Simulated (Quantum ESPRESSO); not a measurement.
**BaZrO3 (Pm-3m): modes at Γ and the response to a field**

Aim: the zone-centre modes of BaZrO3 (Pm-3m).

Method: DFT LDA, scalar-relativistic, plane waves, PseudoDojo norm-conserving pseudopotentials, in Quantum ESPRESSO 7.5.

The experiments to compare with:

For BaZrO3, cubic perovskite (undoped submicron crystals from molten salt synthesis), “Excitation-Dependent Photoluminescence of BaZrO3:Eu3+ Crystals” (2022, pmc:9457899) gives, by XRD Rietveld refinement: lattice constant a (a, undoped) 4.1947 ± 0.0002 Å [submicron molten-salt powder; measurement temperature not stated].

“Broadband dielectric spectroscopy of Ba(Zr,Ti)O3: dynamics of relaxors and diffuse ferroelectrics” (2013, arxiv:1312.3131) quotes from earlier work for BaZrO3, cubic perovskite (ceramic, earlier study, 300 K): static dielectric constant (static permittivity) about 36 [polycrystalline ceramic; value quoted from the authors' earlier paper].

## (1) Starting point

The structure is cubic, space group Pm-3m (No. 221). Conventional cell: a = 4.191 Å, b = 4.191 Å, c = 4.191 Å, α = 90.00°, β = 90.00°, γ = 90.00°. Ba has 12 O at 2.96 Å nearest. Nearest to Zr lie 6 O at 2.10 Å. Nearest to O lie 2 Zr at 2.10 Å and 4 Ba at 2.96 Å. Farther neighbours and most contacts between anions are not listed.

## (2) A probe with smearing

A cheap run with smearing and empty bands tells whether the crystal has a gap, which decides between fixed occupations and smearing later on.

probe.in

```
&control
   calculation = 'scf'
   prefix = 'x'
   outdir = './tmp'
   pseudo_dir = './pseudo'
   tprnfor = .true.
   tstress = .true.
   verbosity = 'high'
/
&system
   ibrav = 1
   celldm(1) = 7.9204847
   nat = 5
   ntyp = 3
   ecutwfc = 92.0
   occupations = 'smearing'
   smearing = 'gaussian'
   degauss = 0.01
/
&electrons
   conv_thr = 1.0d-07
   mixing_beta = 0.7
   electron_maxstep = 100
/
ATOMIC_SPECIES
 Ba    137.3270  Ba.upf
 Zr     91.2240  Zr.upf
 O      15.9990  O.upf
ATOMIC_POSITIONS crystal
 Ba     0.000000000   0.000000000   0.000000000
 Zr     0.500000000   0.500000000   0.500000000
 O      0.000000000   0.500000000   0.500000000
 O      0.500000000   0.000000000   0.500000000
 O      0.500000000   0.500000000   0.000000000
K_POINTS automatic
 4 4 4 0 0 0
```

Launch:

```
> OMP_NUM_THREADS=1 mpirun -n 4 pw.x -nk 4 -in probe.in > probe.out
```

The log of the run:

```text
[banners, grids, parts of the stress and lines that vanish by symmetry left out]
Program PWSCF v.7.5
     bravais-lattice index     =            1
     lattice parameter (alat)  =       7.9205  a.u.
[...]
kinetic-energy cutoff     =      92.0000  Ry
     charge density cutoff     =     368.0000  Ry
     scf convergence threshold =      1.0E-07
[...]
Exchange-correlation= SLA  PW   NOGX NOGC
                           (   1   4   0   0   0   0   0)
[...]
48 Sym. Ops., with inversion, found
[...]
(     0          1          0      )
                  (     0          0          1      )
[...]
(  0.0000000  1.0000000  0.0000000 )
                  (  0.0000000  0.0000000  1.0000000 )
[...]
(     0         -1          0      )
                  (     0          0          1      )
[...]
( -1.0000000  0.0000000  0.0000000 )
                  (  0.0000000  1.0000000  0.0000000 )
[...]
number of k points=    10  Gaussian smearing, width (Ry)=  0.0100
[...]
End of self-consistent calculation
[...]
the Fermi energy is    11.0385 ev
!    total energy              =    -257.52451143 Ry
[...]
convergence has been achieved in   9 iterations
[...]
atom    1 type  1   force =     0.00000000    0.00000000    0.00000000
     atom    2 type  2   force =     0.00000000    0.00000000    0.00000000
     atom    3 type  3   force =     0.00000000    0.00000000    0.00000000
     atom    4 type  3   force =     0.00000000    0.00000000    0.00000000
     atom    5 type  3   force =     0.00000000    0.00000000    0.00000000
[...]
Total force =     0.000000     Total SCF correction =     0.000000
[...]
total   stress  (Ry/bohr**3)                   (kbar)     P=      -48.95
[...]
XML data file, charge density, pseudopotentials, collected wavefunctions

   JOB DONE.
```

Run time: 8.2 s. Hardware: 4 MPI ranks of AMD EPYC 7R43, shared host.

Read from the output:

```
volume per atom   : 14.73 Å³
pressure          : -4.895 GPa
gap on the k-mesh : 3.105 eV
```

A gap of 3.1 eV opens on this mesh, so the crystal is taken as an insulator; the start stands at -4.9 GPa.

## (3) Relaxing the cell and atoms

The relaxation runs at a cutoff a fifth above that of the response, since stress converges more slowly with the basis than frequencies do. Forces and stress are brought to rest with tight thresholds.

relax.in

```
&control
   calculation = 'vc-relax'
   prefix = 'x'
   outdir = './tmp'
   pseudo_dir = './pseudo'
   tprnfor = .true.
   tstress = .true.
   forc_conv_thr = 2.0d-05
   etot_conv_thr = 1.0d-07
   nstep = 40
/
&system
   ibrav = 1
   celldm(1) = 7.9204847
   nat = 5
   ntyp = 3
   ecutwfc = 110
   occupations = 'fixed'
   nbnd = 22
/
&electrons
   conv_thr = 1.0d-11
   mixing_beta = 0.7
   electron_maxstep = 100
/
&ions
/
&cell
   press_conv_thr = 0.2
/
ATOMIC_SPECIES
 Ba    137.3270  Ba.upf
 Zr     91.2240  Zr.upf
 O      15.9990  O.upf
ATOMIC_POSITIONS crystal
 Ba     0.000000000   0.000000000   0.000000000
 Zr     0.500000000   0.500000000   0.500000000
 O      0.000000000   0.500000000   0.500000000
 O      0.500000000   0.000000000   0.500000000
 O      0.500000000   0.500000000   0.000000000
K_POINTS automatic
 6 6 6 0 0 0
```

Launch:

```
> OMP_NUM_THREADS=1 mpirun -n 4 pw.x -nk 4 -in relax.in > relax.out
```

The log of the run:

```text
[banners, grids, parts of the stress and lines that vanish by symmetry left out]
[banner, memory and clock lines left out]
Program PWSCF v.7.5

[...]
kinetic-energy cutoff     =     110.0000  Ry
     charge density cutoff     =     440.0000  Ry
     scf convergence threshold =      1.0E-11
[...]
energy convergence thresh.=      1.0E-07
     force convergence thresh. =      2.0E-05
     press convergence thresh. =      2.0E-01
     Exchange-correlation= SLA  PW   NOGX NOGC
                           (   1   4   0   0   0   0   0)
[...]
48 Sym. Ops., with inversion, found
[...]
number of k points=    20
[...]
End of self-consistent calculation
[...]
highest occupied, lowest unoccupied level (ev):     9.5476   12.6578
!    total energy              =    -257.52527945 Ry
[...]
convergence has been achieved in  15 iterations
[...]
atom    1 type  1   force =     0.00000000    0.00000000    0.00000000
     atom    2 type  2   force =     0.00000000    0.00000000    0.00000000
     atom    3 type  3   force =     0.00000000    0.00000000    0.00000000
     atom    4 type  3   force =     0.00000000    0.00000000    0.00000000
     atom    5 type  3   force =     0.00000000    0.00000000    0.00000000
     Total force =     0.000000     Total SCF correction =     0.000000
[...]
total   stress  (Ry/bohr**3)                   (kbar)     P=      -49.10
[...]
number of bfgs steps    =   0
[...]
CELL_PARAMETERS (alat=  7.92048470)
[...]
ATOMIC_POSITIONS (crystal)
Ba               0.0000000000        0.0000000000        0.0000000000
Zr               0.5000000000        0.5000000000        0.5000000000
O                0.0000000000        0.5000000000        0.5000000000
O                0.5000000000        0.0000000000        0.5000000000
[...]
New effective cutoffs (rho, wfc):  447.31  111.85
[...]
End of self-consistent calculation
[...]
highest occupied, lowest unoccupied level (ev):     9.8859   13.0488
!    total energy              =    -257.52772950 Ry
[...]
convergence has been achieved in   9 iterations
[...]
atom    1 type  1   force =     0.00000000    0.00000000    0.00000000
     atom    2 type  2   force =     0.00000000    0.00000000    0.00000000
     atom    3 type  3   force =     0.00000000    0.00000000    0.00000000
     atom    4 type  3   force =     0.00000000    0.00000000    0.00000000
     atom    5 type  3   force =     0.00000000    0.00000000    0.00000000
     Total force =     0.000000     Total SCF correction =     0.000000
[...]
total   stress  (Ry/bohr**3)                   (kbar)     P=       -8.39
[...]
number of bfgs steps    =   1
[...]
CELL_PARAMETERS (alat=  7.92048470)
[...]
ATOMIC_POSITIONS (crystal)
[...]
New effective cutoffs (rho, wfc):  448.84  112.23
[...]
End of self-consistent calculation
[...]
highest occupied, lowest unoccupied level (ev):     9.9556   13.1290
!    total energy              =    -257.52779641 Ry
[...]
convergence has been achieved in  10 iterations
[...]
atom    1 type  1   force =     0.00000000    0.00000000    0.00000000
     atom    2 type  2   force =     0.00000000    0.00000000    0.00000000
     atom    3 type  3   force =     0.00000000    0.00000000    0.00000000
     atom    4 type  3   force =     0.00000000    0.00000000    0.00000000
[...]
Total force =     0.000000     Total SCF correction =     0.000000
[...]
total   stress  (Ry/bohr**3)                   (kbar)     P=        0.45
[...]
number of bfgs steps    =   2
[...]
CELL_PARAMETERS (alat=  7.92048470)
[...]
ATOMIC_POSITIONS (crystal)
[...]
New effective cutoffs (rho, wfc):  448.76  112.21
[...]
End of self-consistent calculation
[...]
highest occupied, lowest unoccupied level (ev):     9.9520   13.1249
!    total energy              =    -257.52779659 Ry
[...]
convergence has been achieved in   6 iterations
[...]
Total force =     0.000000     Total SCF correction =     0.000000
[...]
total   stress  (Ry/bohr**3)                   (kbar)     P=       -0.00
[...]
number of bfgs steps    =   3
[...]
small trust_radius: resetting bfgs history
[...]
CELL_PARAMETERS (alat=  7.92048470)
[...]
ATOMIC_POSITIONS (crystal)
[...]
New effective cutoffs (rho, wfc):  448.76  112.21
[...]
End of self-consistent calculation
[...]
highest occupied, lowest unoccupied level (ev):     9.9521   13.1250
!    total energy              =    -257.52779659 Ry
[...]
convergence has been achieved in   3 iterations
[...]
atom    3 type  3   force =     0.00000000    0.00000000    0.00000000
     atom    4 type  3   force =     0.00000000    0.00000000    0.00000000
     atom    5 type  3   force =     0.00000000    0.00000000    0.00000000
     Total force =     0.000000     Total SCF correction =     0.000000
[...]
total   stress  (Ry/bohr**3)                   (kbar)     P=       -0.00
[...]
bfgs converged in   5 scf cycles and   4 bfgs steps
[...]
End of BFGS Geometry Optimization
     Final enthalpy           =    -257.5277965942 Ry
     File ./tmp/x.bfgs deleted, as requested
[...]
CELL_PARAMETERS (alat=  7.92048470)
[...]
ATOMIC_POSITIONS (crystal)
[...]
O                0.5000000000        0.0000000000        0.5000000000
O                0.5000000000        0.5000000000        0.0000000000
[...]
Final scf calculation at the relaxed structure.
[...]
kinetic-energy cutoff     =     110.0000  Ry
     charge density cutoff     =     440.0000  Ry
     scf convergence threshold =      1.0E-13
[...]
press convergence thresh. =      2.0E-01
     Exchange-correlation= SLA  PW   NOGX NOGC
                           (   1   4   0   0   0   0   0)
[...]
48 Sym. Ops., with inversion, found
[...]
number of k points=    20
[...]
End of self-consistent calculation
[...]
highest occupied, lowest unoccupied level (ev):     9.9521   13.1250
!    total energy              =    -257.52779351 Ry
[...]
convergence has been achieved in  20 iterations
[...]
atom    1 type  1   force =     0.00000000    0.00000000    0.00000000
     atom    2 type  2   force =     0.00000000    0.00000000    0.00000000
     atom    3 type  3   force =     0.00000000    0.00000000    0.00000000
     atom    4 type  3   force =     0.00000000    0.00000000    0.00000000
     atom    5 type  3   force =     0.00000000    0.00000000    0.00000000
     Total force =     0.000000     Total SCF correction =     0.000000
[...]
total   stress  (Ry/bohr**3)                   (kbar)     P=       -0.00
[...]
XML data file, charge density, pseudopotentials, collected wavefunctions
```

Run time: 86 s. Hardware: 4 MPI ranks.

The steps of the relaxation:

| step | energy less that of the first step (eV) | largest force (eV/Å) | pressure (GPa) | volume (Å³) |
| --- | --- | --- | --- | --- |
| 1 | 0.0000 | 0.0000 | -4.91 | 73.63 |
| 2 | -0.0333 | 0.0000 | -0.84 | 71.80 |
| 3 | -0.0342 | 0.0000 | 0.04 | 71.44 |
| 4 | -0.0342 | 0.0000 | 0.00 | 71.46 |
| 5 | -0.0342 | 0.0000 | 0.00 | 71.46 |
| 6 | -0.0342 | 0.0000 | 0.00 | 71.46 |

| conventional cell, symmetrised | before | after | change |
| --- | --- | --- | --- |
| a (Å) | 4.191 | 4.150 | -1.0 % |
| b (Å) | 4.191 | 4.150 | -1.0 % |
| c (Å) | 4.191 | 4.150 | -1.0 % |
| volume (Å³/atom) | 14.73 | 14.29 | -3.0 % |

The relaxed structure:

```cif
data_structure
_symmetry_space_group_name_H-M 'P 1'
_symmetry_Int_Tables_number 1
_cell_length_a 4.1497
_cell_length_b 4.1497
_cell_length_c 4.1497
_cell_angle_alpha 90.000
_cell_angle_beta 90.000
_cell_angle_gamma 90.000
_cell_volume 71.46
loop_
_atom_site_label
_atom_site_type_symbol
_atom_site_fract_x
_atom_site_fract_y
_atom_site_fract_z
_atom_site_occupancy
Ba1 Ba 0.00000 0.00000 0.00000 1
Zr2 Zr 0.50000 0.50000 0.50000 1
O3 O 0.00000 0.50000 0.50000 1
O4 O 0.50000 0.00000 0.50000 1
O5 O 0.50000 0.50000 0.00000 1
```

The last row of the table of steps is pw.x's closing run on a basis chosen anew for the final cell, so its energy can jump.

Numbers from this step:

| Quantity | Value |
| --- | --- |
| volume per atom | 14.29 Å³ |
| pressure | 0 GPa |
| gap on the k-mesh | 3.173 eV |

The volume changes by -3.0 % from the cell with which this run began.

## (4) Self-consistent run for the response

The response is built on this ground state, so it is converged far tighter than an energy would need. With a gap, occupations are fixed, which also allows the response to an electric field.

scf.in

```
&control
   calculation = 'scf'
   prefix = 'x'
   outdir = './tmp'
   pseudo_dir = './pseudo'
   tprnfor = .true.
   tstress = .true.
/
&system
   ibrav = 1
   celldm(1) = 7.84170803
   nat = 5
   ntyp = 3
   ecutwfc = 92.0
   occupations = 'fixed'
   nbnd = 22
/
&electrons
   conv_thr = 1.0d-12
   mixing_beta = 0.7
   electron_maxstep = 100
/
ATOMIC_SPECIES
 Ba    137.3270  Ba.upf
 Zr     91.2240  Zr.upf
 O      15.9990  O.upf
ATOMIC_POSITIONS crystal
 Ba     0.000000000   0.000000000   0.000000000
 Zr     0.500000000   0.500000000   0.500000000
 O      0.000000000   0.500000000   0.500000000
 O      0.500000000   0.000000000   0.500000000
 O      0.500000000   0.500000000   0.000000000
K_POINTS automatic
 8 8 8 0 0 0
```

Launch:

```
> OMP_NUM_THREADS=1 mpirun -n 4 pw.x -nk 4 -in scf.in > scf.out
```

The log of the run:

```text
[banners, grids, parts of the stress and lines that vanish by symmetry left out]
[banner, memory and clock lines left out]
Program PWSCF v.7.5

[...]
kinetic-energy cutoff     =      92.0000  Ry
     charge density cutoff     =     368.0000  Ry
     scf convergence threshold =      1.0E-12
[...]
Exchange-correlation= SLA  PW   NOGX NOGC
                           (   1   4   0   0   0   0   0)
[...]
48 Sym. Ops., with inversion, found
[...]
number of k points=    35
[...]
End of self-consistent calculation
[...]
highest occupied, lowest unoccupied level (ev):     9.9520   13.1251
!    total energy              =    -257.52778473 Ry
[...]
convergence has been achieved in  16 iterations
[...]
atom    1 type  1   force =     0.00000000    0.00000000    0.00000000
     atom    2 type  2   force =     0.00000000    0.00000000    0.00000000
     atom    3 type  3   force =     0.00000000    0.00000000    0.00000000
     atom    4 type  3   force =     0.00000000    0.00000000    0.00000000
     atom    5 type  3   force =     0.00000000    0.00000000    0.00000000
     Total force =     0.000000     Total SCF correction =     0.000000
[...]
total   stress  (Ry/bohr**3)                   (kbar)     P=        0.01
[...]
XML data file, charge density, pseudopotentials, collected wavefunctions
```

Run time: 30 s. Hardware: 4 MPI ranks.

This step gave:

```
pressure : 0.001 GPa
```

The cell stands at 0.001 GPa, close enough for phonons.

[end of part 1 of 3]

[Host names and launcher messages were left out of these logs when they were recorded.]

[Logs are printed without paths, hosts, clocks, repeated set-up lines and the standing remarks that a program may print on its own settings, such as how far it seeks lower states.]

[Hosts, paths, dates, database ids (printed as entryN), source tags and the programs' standing remarks are cut or masked in the printed files.]
